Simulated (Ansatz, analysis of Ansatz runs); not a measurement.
# A hop of H in SrLa2S4 (I-42d), charge +1, part 2 of 2

How high is the barrier when H changes place in SrLa2S4 (I-42d)? The case: H turning about S, charge +1, in a cell of 112 host atoms with 1 H put in.

Ansatz 0.2.0; plane-wave PAW DFT, PBEsol; nudged elastic band between two relaxed defect structures at fixed charge in a uniform background.

So far: Starting point; Relaxation of the start point, charge +1; Relaxation of the end point, charge +1.

### 4. Nudged elastic band, charge +1

3 movable images are laid between the ends on a pair-potential path, which keeps atoms from colliding in the first guess. Each image feels the true force across the path and a spring force along it. The highest image is set to climb to the top of the path.

This step: plane-wave PAW DFT, PBEsol; nudged elastic band between two relaxed defect structures at fixed charge in a uniform background.

The input, qp1_c112k1s.neb/input.yaml:

```yaml
crystal:
  lattice:
    - [-8.68134836, 8.68134836, 8.65211018]
    - [8.68134836, -8.68134836, 8.65211018]
    - [8.68134836, 8.68134836, -8.65211018]
  atoms:
    - { symbol: Sr, position: [0.24951797, 0.24938544, 0.00061033] }
    - { symbol: Sr, position: [0.12415303, 0.37367834, 0.24882796] }
    - { symbol: La, position: [0.00192029, 0.31207673, 0.43929869] }
    - { symbol: La, position: [0.43784885, 0.49753149, 0.31060507] }
    - { symbol: La, position: [0.37274053, 0.06237613, 0.06026024] }
    - { symbol: La, position: [0.18731719, 0.12687552, 0.18978115] }
    - { symbol: S, position: [0.0587608, 0.18287619, 0.0470459] }
    - { symbol: S, position: [0.38727719, 0.26131507, 0.20314447] }
    - { symbol: S, position: [0.31713479, 0.36365074, 0.37672683] }
    - { symbol: S, position: [0.23838601, 0.44087221, 0.12648591] }
    - { symbol: S, position: [0.13621576, 0.0119865, 0.4527152] }
    - { symbol: S, position: [0.4881541, 0.44068079, 0.1249928] }
    - { symbol: S, position: [0.31673129, 0.11502863, 0.37586747] }
    - { symbol: S, position: [0.05834298, 0.18362288, 0.29698672] }
    - { symbol: Sr, position: [0.24709136, 0.24851576, 0.4994113] }
    - { symbol: Sr, position: [0.12317431, 0.37422876, 0.74993784] }
    - { symbol: La, position: [0.0020662, 0.31230838, 0.93982806] }
    - { symbol: La, position: [0.43183408, 0.49490668, 0.81587652] }
    - { symbol: La, position: [0.37284258, 0.06330716, 0.5607325] }
    - { symbol: La, position: [0.18698228, 0.12675821, 0.68985867] }
    - { symbol: S, position: [0.05910368, 0.18406143, 0.5476679] }
    - { symbol: S, position: [0.3863949, 0.26265799, 0.70320574] }
    - { symbol: S, position: [0.31427073, 0.36268922, 0.8776253] }
    - { symbol: S, position: [0.24031859, 0.44222516, 0.62623485] }
    - { symbol: S, position: [0.13651891, 0.01146638, 0.95260222] }
    - { symbol: S, position: [0.48973512, 0.44246541, 0.62674764] }
    - { symbol: S, position: [0.31598202, 0.11327626, 0.87494272] }
    - { symbol: S, position: [0.05839651, 0.18397134, 0.79740035] }
    - { symbol: Sr, position: [0.24919993, 0.74985734, 0.00062062] }
    - { symbol: Sr, position: [0.12496558, 0.87522921, 0.25038771] }
    - { symbol: La, position: [0.00237185, 0.81245132, 0.43965555] }
    - { symbol: La, position: [0.43727836, 0.99763941, 0.31100068] }
    - { symbol: La, position: [0.37206226, 0.56311806, 0.0628964] }
    - { symbol: La, position: [0.18673748, 0.62738003, 0.1899925] }
    - { symbol: S, position: [0.05861871, 0.68389434, 0.04726915] }
    - { symbol: S, position: [0.3865608, 0.76184524, 0.20335202] }
    - { symbol: S, position: [0.31619152, 0.86428182, 0.37612953] }
    - { symbol: S, position: [0.23905665, 0.94178193, 0.12638833] }
    - { symbol: S, position: [0.13610067, 0.51140259, 0.45192353] }
    - { symbol: S, position: [0.48820914, 0.94081779, 0.12512392] }
    - { symbol: S, position: [0.31537928, 0.61336633, 0.37460732] }
    - { symbol: S, position: [0.05878262, 0.68415054, 0.29724134] }
    - { symbol: Sr, position: [0.25001392, 0.75108436, 0.50038936] }
    - { symbol: Sr, position: [0.1260835, 0.87536618, 0.7500384] }
    - { symbol: La, position: [0.00349969, 0.81296352, 0.94057646] }
    - { symbol: La, position: [0.43776732, 0.99787348, 0.81035174] }
    - { symbol: La, position: [0.36760863, 0.56236725, 0.55513169] }
    - { symbol: La, position: [0.18794653, 0.62725, 0.69023665] }
    - { symbol: S, position: [0.0604705, 0.68388145, 0.54741458] }
    - { symbol: S, position: [0.3879436, 0.76109183, 0.70338176] }
    - { symbol: S, position: [0.31669211, 0.86344539, 0.87586943] }
    - { symbol: S, position: [0.23901786, 0.94187463, 0.62578132] }
    - { symbol: S, position: [0.13618533, 0.51187668, 0.95327549] }
    - { symbol: S, position: [0.48822271, 0.9411428, 0.62463176] }
    - { symbol: S, position: [0.31515256, 0.61298113, 0.87552315] }
    - { symbol: S, position: [0.05916993, 0.68407665, 0.79738599] }
    - { symbol: Sr, position: [0.7500148, 0.24952319, -0.00035109] }
    - { symbol: Sr, position: [0.62562375, 0.37490687, 0.24922874] }
    - { symbol: La, position: [0.50383962, 0.31052457, 0.43670855] }
    - { symbol: La, position: [0.93747344, 0.49737878, 0.30925774] }
    - { symbol: La, position: [0.87227226, 0.06143749, 0.05943255] }
    - { symbol: La, position: [0.68821723, 0.12711715, 0.1895356] }
    - { symbol: S, position: [0.55945517, 0.18298797, 0.04718195] }
    - { symbol: S, position: [0.8867127, 0.26049041, 0.20182678] }
    - { symbol: S, position: [0.81636015, 0.36291909, 0.37462754] }
    - { symbol: S, position: [0.7382368, 0.44087613, 0.12464266] }
    - { symbol: S, position: [0.63618007, 0.01214974, 0.45291315] }
    - { symbol: S, position: [0.98795006, 0.44062102, 0.1245388] }
    - { symbol: S, position: [0.81562404, 0.11262063, 0.37395306] }
    - { symbol: S, position: [0.55916867, 0.18397299, 0.29731204] }
    - { symbol: Sr, position: [0.7507641, 0.24971899, 0.50004509] }
    - { symbol: Sr, position: [0.62683183, 0.37516206, 0.75217239] }
    - { symbol: La, position: [0.50246162, 0.31178996, 0.94044317] }
    - { symbol: La, position: [0.93769959, 0.49785783, 0.81022936] }
    - { symbol: La, position: [0.87276002, 0.06238229, 0.56028652] }
    - { symbol: La, position: [0.68756815, 0.12741682, 0.68955765] }
    - { symbol: S, position: [0.55962634, 0.18525803, 0.54789806] }
    - { symbol: S, position: [0.88678669, 0.26145549, 0.70264659] }
    - { symbol: S, position: [0.81667734, 0.3638171, 0.87569409] }
    - { symbol: S, position: [0.73890743, 0.44136287, 0.62449329] }
    - { symbol: S, position: [0.63570544, 0.00974911, 0.95162755] }
    - { symbol: S, position: [0.98855507, 0.44067942, 0.62423861] }
    - { symbol: S, position: [0.81558883, 0.11276965, 0.87413383] }
    - { symbol: S, position: [0.5586743, 0.18444577, 0.79743438] }
    - { symbol: Sr, position: [0.75184741, 0.74958192, 0.00156046] }
    - { symbol: Sr, position: [0.62518164, 0.87503737, 0.25094082] }
    - { symbol: La, position: [0.5020762, 0.8126836, 0.439759] }
    - { symbol: La, position: [0.93699206, 0.99735541, 0.31005492] }
    - { symbol: La, position: [0.87290433, 0.56238881, 0.06043145] }
    - { symbol: La, position: [0.68721499, 0.62689609, 0.18973201] }
    - { symbol: S, position: [0.55798941, 0.68339199, 0.04745168] }
    - { symbol: S, position: [0.88673667, 0.76094432, 0.20277389] }
    - { symbol: S, position: [0.8160486, 0.86330998, 0.37524192] }
    - { symbol: S, position: [0.73750034, 0.93950737, 0.12428769] }
    - { symbol: S, position: [0.63739543, 0.51176358, 0.45205452] }
    - { symbol: S, position: [0.98784157, 0.94031514, 0.12413287] }
    - { symbol: S, position: [0.81625075, 0.61288393, 0.37420574] }
    - { symbol: S, position: [0.55841403, 0.68408841, 0.29778481] }
    - { symbol: Sr, position: [0.7505693, 0.75054315, 0.4988407] }
    - { symbol: Sr, position: [0.62576181, 0.87625995, 0.7484902] }
    - { symbol: La, position: [0.5010745, 0.8142264, 0.94320042] }
    - { symbol: La, position: [0.93795049, 0.99799493, 0.81012043] }
    - { symbol: La, position: [0.87464355, 0.56163895, 0.55884746] }
    - { symbol: La, position: [0.69583407, 0.62985391, 0.68682832] }
    - { symbol: S, position: [0.55886909, 0.68251496, 0.54798611] }
    - { symbol: S, position: [0.88977757, 0.76204523, 0.70145647] }
    - { symbol: S, position: [0.81540141, 0.86207153, 0.87362117] }
    - { symbol: S, position: [0.73846129, 0.9406936, 0.6249344] }
    - { symbol: S, position: [0.63480636, 0.51172256, 0.95184321] }
    - { symbol: S, position: [0.98828915, 0.94077671, 0.62432243] }
    - { symbol: S, position: [0.81496696, 0.61301213, 0.87295924] }
    - { symbol: S, position: [0.55913553, 0.68223759, 0.79716804] }
    - { symbol: H, position: [0.53077057, 0.56231987, 0.7182759] }
total_charge: 1
basis:
  ecutwfc: 420
  xc_grid: 2
hamiltonian:
  xc: pbesol
kpoints:
  mp_grid: { grid: [1, 1, 1], shift: [0.25, 0.25, 0.25] }
scf:
  occupations: { method: fixed }
  max_iter: 120
output:
  forces: true
neb:
  images: 3
  f_tol: 0.04
  climbing: true
  initial_path: idpp
  max_iterations: 45
  order_check: false
  final_atoms:
    - { symbol: Sr, position: [0.2502238, 0.25001153, 0.00125353] }
    - { symbol: Sr, position: [0.12323554, 0.37563565, 0.2495647] }
[... 6 atom lines left out ...]
    - { symbol: S, position: [0.317747, 0.36550596, 0.37840534] }
[... 5 atom lines left out ...]
    - { symbol: Sr, position: [0.24443761, 0.24434065, 0.50001415] }
[... 2 atom lines left out ...]
    - { symbol: La, position: [0.43502008, 0.49826209, 0.81243991] }
[... 5 atom lines left out ...]
    - { symbol: S, position: [0.23968694, 0.44119398, 0.62449068] }
[... 1 atom line left out ...]
    - { symbol: S, position: [0.48727596, 0.43930742, 0.62170913] }
[... 20 atom lines left out ...]
    - { symbol: La, position: [0.37113802, 0.57121646, 0.56358037] }
[... 11 atom lines left out ...]
    - { symbol: La, position: [0.50772464, 0.30747909, 0.43641582] }
[... 12 atom lines left out ...]
    - { symbol: Sr, position: [0.62617199, 0.37354081, 0.75043313] }
[... 31 atom lines left out ...]
    - { symbol: La, position: [0.69034726, 0.62983717, 0.68903713] }
    - { symbol: S, position: [0.55866104, 0.68344864, 0.547536] }
[... 6 atom lines left out ...]
    - { symbol: S, position: [0.55717298, 0.68234775, 0.79578502] }
    - { symbol: H, position: [0.40218142, 0.40204425, 0.50016196] }
```

The run is started by

```
$ ansatz run input.yaml --threads 32 --pin off --max-ram 84787MiB --backend cuda --events-out ev --progress --plain --runs-dir out --max-vram 78GiB
```

The job ended after 36 s (1 × NVIDIA GB200 with 32 threads of Arm Neoverse V2, shared host; peak memory 3.9 GiB; 2.3 min of CPU time).

Images along the path:

```tsv
image	path (Å)	energy (eV)	H113: x, y, z (Å)
0	0.000	0.0000	6.509, 5.962, 3.243
1	0.552	0.1220	6.143, 5.630, 3.280
2	1.104	0.2546	5.698, 5.378, 3.415
3	2.273	0.1007	4.647, 4.945, 3.537
4	3.443	-0.0370	4.341, 4.343, 2.631
```

Numbers from this step:

```yaml
free_energy: -309946.4123 eV
barrier_forward: 0.2546 eV
barrier_backward: 0.2916 eV
end_less_start: -0.03697 eV
hop_length: 2.774 Å
```

Track of the atom that was set to move:

```tsv
image	x (Å)	y (Å)	z (Å)	nearest neighbour	distance (Å)
0	6.509	5.962	3.243	S	1.6
1	6.143	5.63	3.28	S	1.444
2	5.698	5.378	3.415	S	1.378
3	4.647	4.945	3.537	S	1.401
4	4.341	4.343	2.631	S	1.604
```

The band met its tolerance of 0.04 eV/Å after 10 iterations, with image 2 on top (the start counts as 0). H113, which moves farthest between the ends, has 2 S at 1.60 Å nearest at the start and 1 S at 1.38 Å at the top. In at least one step between neighbouring images a covalent bond changes partner or an atom goes far. The images sample such a step coarsely, so the top may lie higher.

### 5. Single point at the top of the path, PBEsol

A single point at the top of the band gives the levels near the gap and the populations there.

This step: plane-wave PAW DFT, PBEsol; single point of a defect supercell on a structure of the PBEsol path.

The input, qp1_c112k1s.top.probe/input.yaml:

```yaml
crystal:
  lattice:
    - [-8.68134836, 8.68134836, 8.65211018]
    - [8.68134836, -8.68134836, 8.65211018]
    - [8.68134836, 8.68134836, -8.65211018]
  atoms:
    - { symbol: Sr, position: [0.24978696, 0.2495636, 0.0003161] }
    - { symbol: Sr, position: [0.12381578, 0.37361114, 0.2487318] }
[... 6 atom lines left out ...]
    - { symbol: S, position: [0.31891386, 0.36615825, 0.38024502] }
[... 5 atom lines left out ...]
    - { symbol: Sr, position: [0.24285417, 0.24606688, 0.49659123] }
[... 2 atom lines left out ...]
    - { symbol: La, position: [0.43445646, 0.497216, 0.81395582] }
[... 5 atom lines left out ...]
    - { symbol: S, position: [0.23868016, 0.44174623, 0.62437217] }
[... 1 atom line left out ...]
    - { symbol: S, position: [0.48211315, 0.4247082, 0.6289196] }
[... 20 atom lines left out ...]
    - { symbol: La, position: [0.36198526, 0.56625044, 0.55433731] }
[... 11 atom lines left out ...]
    - { symbol: La, position: [0.50316893, 0.30780262, 0.43499586] }
[... 12 atom lines left out ...]
    - { symbol: Sr, position: [0.63218626, 0.37440192, 0.75596897] }
[... 31 atom lines left out ...]
    - { symbol: La, position: [0.69855024, 0.63189398, 0.69115911] }
    - { symbol: S, position: [0.55699968, 0.67955006, 0.54795768] }
[... 6 atom lines left out ...]
    - { symbol: S, position: [0.55565607, 0.67763399, 0.7910649] }
    - { symbol: H, position: [0.50707922, 0.5254762, 0.63790287] }
total_charge: 1
basis:
  ecutwfc: 420
  xc_grid: 2
hamiltonian:
  xc: pbesol
kpoints:
  mp_grid: { grid: [1, 1, 1], shift: [0.25, 0.25, 0.25] }
scf:
  occupations: { method: fixed }
  max_iter: 120
output:
  forces: true
  eigenvalues: true
  eigenstates: { localisation: true }
  populations: true
  write_density: true
  write_potential: true
  volumetric_format: npy
  elf: true
checkpoint:
  write: "../qp1_c112k1s.top.probe.run"
  compress: false
  write_wavefunctions: false
  write_every: 100000
```

The job ended after 5.3 s (1 × NVIDIA GB200 with 32 threads; peak memory 2.4 GiB; 38 s of CPU time).

Numbers from this step:

```yaml
free_energy: -309946.4123 eV
```

States next to the filling edge at the first k-point, on the run's own zero (eigenstates.tsv). The participation number counts the atoms that a state is spread over, of 113; bands count from 0.

```tsv
spin	band	energy (eV)	occupation	participation	largest share on	share
both	442	8.591	2.00	58.0	S41	0.04
both	443	8.598	2.00	60.5	S12	0.04
both	444	8.610	2.00	59.3	S54	0.05
both	445	8.619	2.00	60.3	S25	0.04
both	446	8.629	2.00	47.8	S68	0.06
both	447	8.632	2.00	52.9	S93	0.04
both	448	11.019	0.00	16.2	La104	0.14
both	449	11.229	0.00	37.8	La104	0.10
both	450	11.258	0.00	63.8	La73	0.03
both	451	11.274	0.00	66.7	La31	0.03
both	452	11.300	0.00	65.6	La33	0.03
```

Under PBEsol at one point at (¼, ¼, ¼), the highest filled state is spread over 53 of 113 atoms, and the lowest empty one, 2.39 eV above it, is spread over 16 of 113 atoms.

Löwdin populations of the atoms near the centre, and their excess over far atoms of the same element, which can also hold differences between inequivalent host sites (the log counts sites from 0):

```tsv
atom	distance from the centre (Å)	electrons	excess
H113	0.64	0.903	-
S26	0.95	6.300	-0.196
La47	2.55	10.654	0.037
S112	2.80	6.544	0.048
S9	2.88	6.524	0.027
La104	2.95	10.629	0.013
La18	3.21	10.632	0.015
Sr15	3.28	8.362	0.003
```

The distance between the highest filled and the lowest empty level goes from 2.57 eV at the start to 2.39 eV at the top.

### 6. What came out

| Quantity | Value |
| --- | --- |
| barrier forward | 0.25 eV (in doubt, see below) |
| barrier backward | 0.29 eV |
| end less start | -0.04 eV |
| hop length | 2.77 Å |
| band iterations, as the log counts them | 10 |

What this shows: The top of the band lies 0.25 eV above the start and 0.29 eV above the end. In at least one step between neighbouring images a covalent bond changes partner or an atom goes far. The images sample such a step coarsely, so the top may lie higher. For hydrogen, zero-point energy and tunnelling change the rate much, so no rate follows from this barrier alone. At the top H113 stands 1.38 Å from its nearest S, 0.22 Å closer than at the start. The order of the top as a saddle was not checked for all atoms, so a bent path could be lower. No image-charge correction is applied; it largely cancels along a path if the charge stays localised alike. Limits: one k-point off the zone centre stands for the whole zone; spin–orbit coupling, which can matter with heavy atoms, is left out.

[Logs are printed without paths, hosts, clocks, repeated set-up lines and the standing remarks that a program may print on its own settings, such as how far it seeks lower states.]

[Hosts, paths, dates, database ids (printed as entryN), source tags and the programs' standing remarks are cut or masked in the printed files.]
